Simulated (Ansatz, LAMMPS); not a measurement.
# Static equation of state of amorphous polystyrene (as short chains C42H46), from a frame at 500 K, (176 atoms)

Density of this cell: 1.04 g/cm³. The cell holds 176 atoms: 84 C and 92 H. Cell: a = 11.369 Å, b = 12.153 Å, c = 12.729 Å, α = 89.4°, β = 89.9°, γ = 91.2°. The starting structure: 2 polystyrene chains of 5 units with methyl end groups placed at random, at 0.889 g/cm³; overlaps pushed apart, then 20 ps at 800 K with MMFF94 bonds, angles, torsions, charges and radii (Halgren, J. Comput. Chem. 17, 490 (1996)) in harmonic and 12-6 forms. Snapshot after 30 ps at 500 K and fixed volume.

Calculated with Ansatz 0.2.0: Kohn-Sham DFT, PBE+D4, PAW (set soft_2), plane waves; cutoff 420 eV, Γ point, gaussian smearing of 0.025 eV. Cell and atoms were relaxed first, to V0 = 9.9898 Å³ an atom at a residual P0 = 0.008 GPa. The cell was then scaled evenly, and the atoms were relaxed at each volume.

```
volume (Å³/atom)  pressure (GPa)
          8.9909          0.9116
          9.3905               ?
          9.6901          0.1478
          10.290        -0.08577
          10.589         -0.2559
```

Task: Fit the third-order Birch–Murnaghan equation to the rows given and interpolate to the withheld row.

Worked fit:

Take the Eulerian strain f = ½[(V0/V)^(2/3) − 1] and the normalised pressure F = (P − P0) / [3f(1 + 2f)^(5/2)]. The third-order Birch–Murnaghan equation is then the line F = B0 + (3/2)B0(B′ − 4) f, so u = f and v = F.

| u = f | v = F (GPa) |
| --- | --- |
| 0.0363832 | 6.94556 |
| 0.0102569 | 4.32014 |
| -0.00975657 | 3.36387 |
| -0.0190508 | 5.08674 |

With n = 4: mean u = 0.00445818, mean v = 4.92908, Σ(u − ū)² = 0.0018076, Σ(u − ū)(v − v̄) = 0.079387. Slope b = 0.079387 / 0.0018076 = 43.920; intercept a = v̄ − b ū = 4.7333.

So B0 = a = 4.73 GPa and B′ = 4 + 2b/(3a) = 10.2. At the withheld volume f = 0.02106, F = a + b f = 5.658 GPa, and P = P0 + 3f(1 + 2f)^(5/2) F.

Prediction at 9.3905: 0.4042 GPa. The run gave 0.3848 GPa, so the fit is high by 0.019 GPa (5.0 % of the value).

The series isn't one smooth equation of state: even a line fitted to all rows, the withheld one included, misses F by up to 27.3 %. B0 and B′ are then only the numbers of this fit, not moduli of the material. Among the rows given, the largest miss of the fit is at 8.9909, by 0.080 GPa (6.8 % of the range of the table).

Limits: Static cells at zero temperature; the cell shape is held. The program notes that the SCF threshold of these relaxations is loose for the stress. The network of contacts between molecules at the start is that of the classical potential that made the cell, and needn't be the one that DFT or experiment would give. Only the Γ point is sampled, in a cell whose shortest periodic width is 11 Å.

[Logs are printed without paths, hosts, clocks, repeated set-up lines and the standing remarks that a program may print on its own settings, such as how far it seeks lower states.]

[Hosts, paths, dates, database ids (printed as entryN), source tags and the programs' standing remarks are cut or masked in the printed files.]

[The MMFF94 radii named for the starting cell were scaled by 0.96; in molecules described by MMFF94, hydrogen bound to N, O or S took a small fixed 12-6 site in their place.]
